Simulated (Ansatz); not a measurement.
# CsCu2I3 (Cmcm): the r2SCAN gap against the k mesh of the density

How far can the k mesh of the density be lowered for the gap of CsCu2I3 (Cmcm)?

Method: DFT, r2SCAN, plane waves, PAW, in Ansatz 0.2.0.

Report form: inputs, costs, results and the conclusion, without the logs.

The database entry behind the starting cell differs from other determinations, so it need not match the best structure at room temperature.

### 1. Starting point

Symmetry: Cmcm, No. 63, orthorhombic system. The conventional cell has a = 10.548 Å, b = 13.172 Å, c = 6.097 Å, α = 90.00°, β = 90.00°, γ = 90.00°. Nearest to Cs lie 10 I at 3.88 to 4.47 Å. Nearest to Cu lie 4 I at 2.60 to 2.70 Å. Nearest to I lie 4 Cu at 2.70 Å and 2 Cs at 4.09 Å. Nearest to I lie 2 Cu at 2.60 Å and 4 Cs at 3.88 to 4.47 Å. Farther neighbours, and contacts between anions beyond the nearest, are not listed.

Structure file:

```cif
data_structure
_symmetry_space_group_name_H-M 'P 1'
_symmetry_Int_Tables_number 1
_cell_length_a 8.4376
_cell_length_b 8.4376
_cell_length_c 6.0972
_cell_angle_alpha 90.000
_cell_angle_beta 90.000
_cell_angle_gamma 102.628
_cell_volume 423.58
loop_
_atom_site_label
_atom_site_type_symbol
_atom_site_fract_x
_atom_site_fract_y
_atom_site_fract_z
_atom_site_occupancy
Cs1 Cs 0.32780 0.67220 0.25000 1
Cs2 Cs 0.67220 0.32780 0.75000 1
Cu3 Cu 0.85100 0.85100 0.00000 1
Cu4 Cu 0.14900 0.14900 0.50000 1
Cu5 Cu 0.14900 0.14900 0.00000 1
Cu6 Cu 0.85100 0.85100 0.50000 1
I7 I 0.87960 0.12040 0.25000 1
I8 I 0.12040 0.87960 0.75000 1
I9 I 0.83600 0.59800 0.25000 1
I10 I 0.16400 0.40200 0.75000 1
I11 I 0.59800 0.83600 0.75000 1
I12 I 0.40200 0.16400 0.25000 1
```

The cell and positions come from the Crystallography Open Database and are kept as given unless a step says otherwise. The default PAW set here is soft_2. Its files were made with PBE.

### 2. k mesh of the density: 2×2×2

File input.yaml:

```yaml
crystal:
  lattice:
    - [5.27395, -6.58625, 0.0]
    - [5.27395, 6.58625, 0.0]
    - [0.0, 0.0, 6.09718]
  atoms:
    - { symbol: Cs, position: [0.3278, 0.6722, 0.25] }
    - { symbol: Cs, position: [0.6722, 0.3278, 0.75] }
    - { symbol: Cu, position: [0.851, 0.851, 0.0] }
    - { symbol: Cu, position: [0.149, 0.149, 0.5] }
    - { symbol: Cu, position: [0.149, 0.149, 0.0] }
    - { symbol: Cu, position: [0.851, 0.851, 0.5] }
    - { symbol: I, position: [0.8796, 0.1204, 0.25] }
    - { symbol: I, position: [0.1204, 0.8796, 0.75] }
    - { symbol: I, position: [0.836, 0.598, 0.25] }
    - { symbol: I, position: [0.164, 0.402, 0.75] }
    - { symbol: I, position: [0.598, 0.836, 0.75] }
    - { symbol: I, position: [0.402, 0.164, 0.25] }
kpoints:
  mp_grid: { grid: [2, 2, 2] }
  band_path:
    path:
      - [0.0, 0.0, 0.0]
      - [-0.5, 0.5, 0.0]
      - [-0.41030077, 0.58969923, 0.0]
      - [0.41030077, 0.41030077, 0.0]
      - [0.0, 0.0, 0.5]
      - [0.41030077, 0.41030077, 0.5]
      - [-0.41030077, 0.58969923, 0.5]
      - [-0.5, 0.5, 0.5]
    npoints: 1
hamiltonian:
  xc: r2scan
scf:
  occupations: { method: fixed }
  n_extra_bands: 8
output:
  eigenvalues: true
  forces: true
  stress: true
```

The run is started by

```sh
> ansatz run input.yaml --threads 24 --pin off --max-ram 82944MiB --backend cuda --events-out ev --progress --plain --runs-dir out --devices 1 --max-vram 78GiB
```

Elapsed: 2.2 s, on 1 × NVIDIA GB200 (shared by 2 runs) with 24 threads of Arm Neoverse V2, shared host; peak memory 1.6 GiB.

This step gave:

```yaml
pressure: -0.04871 GPa
gap: 2.496 eV
valence_top_at: Γ
conduction_bottom_at: Γ
least_direct_gap: 2.496 eV
```

The gap is direct, at Γ.

### 3. k mesh of the density: 4×4×4 (the default)

input.yaml, the sections that differ from step 2:

```yaml
kpoints:
  mp_grid: { grid: [4, 4, 4] }
  band_path:
    path:
      - [[0.0, 0.0, 0.0], [-0.5, 0.5, 0.0], [-0.41030077, 0.58969923, 0.0]]
      - [[0.41030077, 0.41030077, 0.0], [0.0, 0.0, 0.0], [0.0, 0.0, 0.5], [0.41030077, 0.41030077, 0.5]]
      - [[-0.41030077, 0.58969923, 0.5], [-0.5, 0.5, 0.5], [-0.5, 0.5, 0.0]]
      - [[0.0, 0.0, 0.0], [0.0, 0.5, 0.0], [0.0, 0.5, 0.5], [0.0, 0.0, 0.5], [-0.5, 0.5, 0.5]]
    npoints: 10
scf:
  occupations: { method: fermi_dirac, width: 0.02 }
  n_extra_bands: 8
# crystal, hamiltonian, output: as in step 2
```

Elapsed: 4.2 s, on 1 × NVIDIA GB200 (shared by 2 runs) with 24 threads; peak memory 1.6 GiB.

This step gave:

| Property | Result |
| --- | --- |
| pressure | -0.1026 GPa |
| gap | 2.497 eV |
| valence top at | Γ |
| conduction bottom at | Γ |
| least direct gap | 2.497 eV |

The gap is 2.497 eV, +0.001 eV from the run before at this level.

### 4. k mesh of the density: 4×4×6

input.yaml, the sections that differ from step 3:

```yaml
kpoints:
  mp_grid: { grid: [4, 4, 6] }
  band_path:
    path:
      - [0.0, 0.0, 0.0]
      - [-0.5, 0.5, 0.0]
      - [-0.41030077, 0.58969923, 0.0]
      - [0.41030077, 0.41030077, 0.0]
      - [0.0, 0.0, 0.5]
      - [0.41030077, 0.41030077, 0.5]
      - [-0.41030077, 0.58969923, 0.5]
      - [-0.5, 0.5, 0.5]
    npoints: 1
scf:
  occupations: { method: fixed }
  n_extra_bands: 8
# crystal, hamiltonian, output: as in step 3
```

Wall time 3.9 s (1 × NVIDIA GB200 (shared by 2 runs) with 24 threads); peak memory 1.5 GiB.

This step gave:

- pressure: -0.1026 GPa
- gap: 2.497 eV
- valence top at: Γ
- conduction bottom at: Γ
- least direct gap: 2.497 eV

The gap is 2.497 eV, as in the run before at this level.

### 5. The series

Differences are against the last row; a negative gap means that bands overlap, and a run with a band path holds that path's time. Times are wall times on 1 × NVIDIA GB200 (shared by 2 runs) with 24 threads of Arm Neoverse V2, shared host, good to a factor of about two.

| k mesh of the density | gap (eV) | direct gap (eV) | gap error (eV) | energy error (meV/atom) | irreducible k | time |
| --- | --- | --- | --- | --- | --- | --- |
| 2×2×2 | 2.496 | 2.496 | −0.001 | +3.5 | 6 | 2.2 s |
| 4×4×4 | 2.497 | 2.497 | +0.000 | +0.0 | 21 | 4.2 s |
| 4×4×6 | 2.497 | 2.497 | +0.000 | +0.0 | 28 | 3.9 s |

### 6. Outcome

```yaml
2x2x2: 2.496 eV
4x4x4: 2.497 eV
4x4x6: 2.497 eV
```

**Reading.** The gap holds to 0.02 eV from 2×2×2 on, the cheapest setting tried. At 2×2×2 the gap is off by −0.001 eV and the energy by +3 meV/atom. The gap is read over the mesh and added points near the edges, so meshes differ mainly through the density and, for a hybrid, the exchange operator. The runs have no spin polarisation. For a closed low-spin shell that is the natural state; where a d or f shell is open it is a constraint, and the gap is then not the crystal's own.

[Long decimals in the printed logs are rounded to 6 places.]

[Logs are printed without paths, hosts, clocks, repeated set-up lines and the standing remarks that a program may print on its own settings, such as how far it seeks lower states.]

[Paths, hosts, dates, memory and timing lines, banners, echoed tables and standing remarks are left out of the program output; an Ansatz launch command may be rebuilt from the run's recorded settings. Measured values are a selection of at most five: reports struck by readers or far from the other reports are left out. None is set beside runs whose start may be inverted or whose files or cutoffs have a known fault.]

[Runs of the session that timed out or met a known fault of the program may be left out.]

[Cells called generated may have been cut or substituted from an entry of the Crystallography Open Database or the Materials Project.]

[Hosts, paths, dates, database ids (printed as entryN), source tags and the programs' standing remarks are cut or masked in the printed files.]

[Where the starting crystal was built by hand or by swapping elements, it need not be the compound's stable phase.]
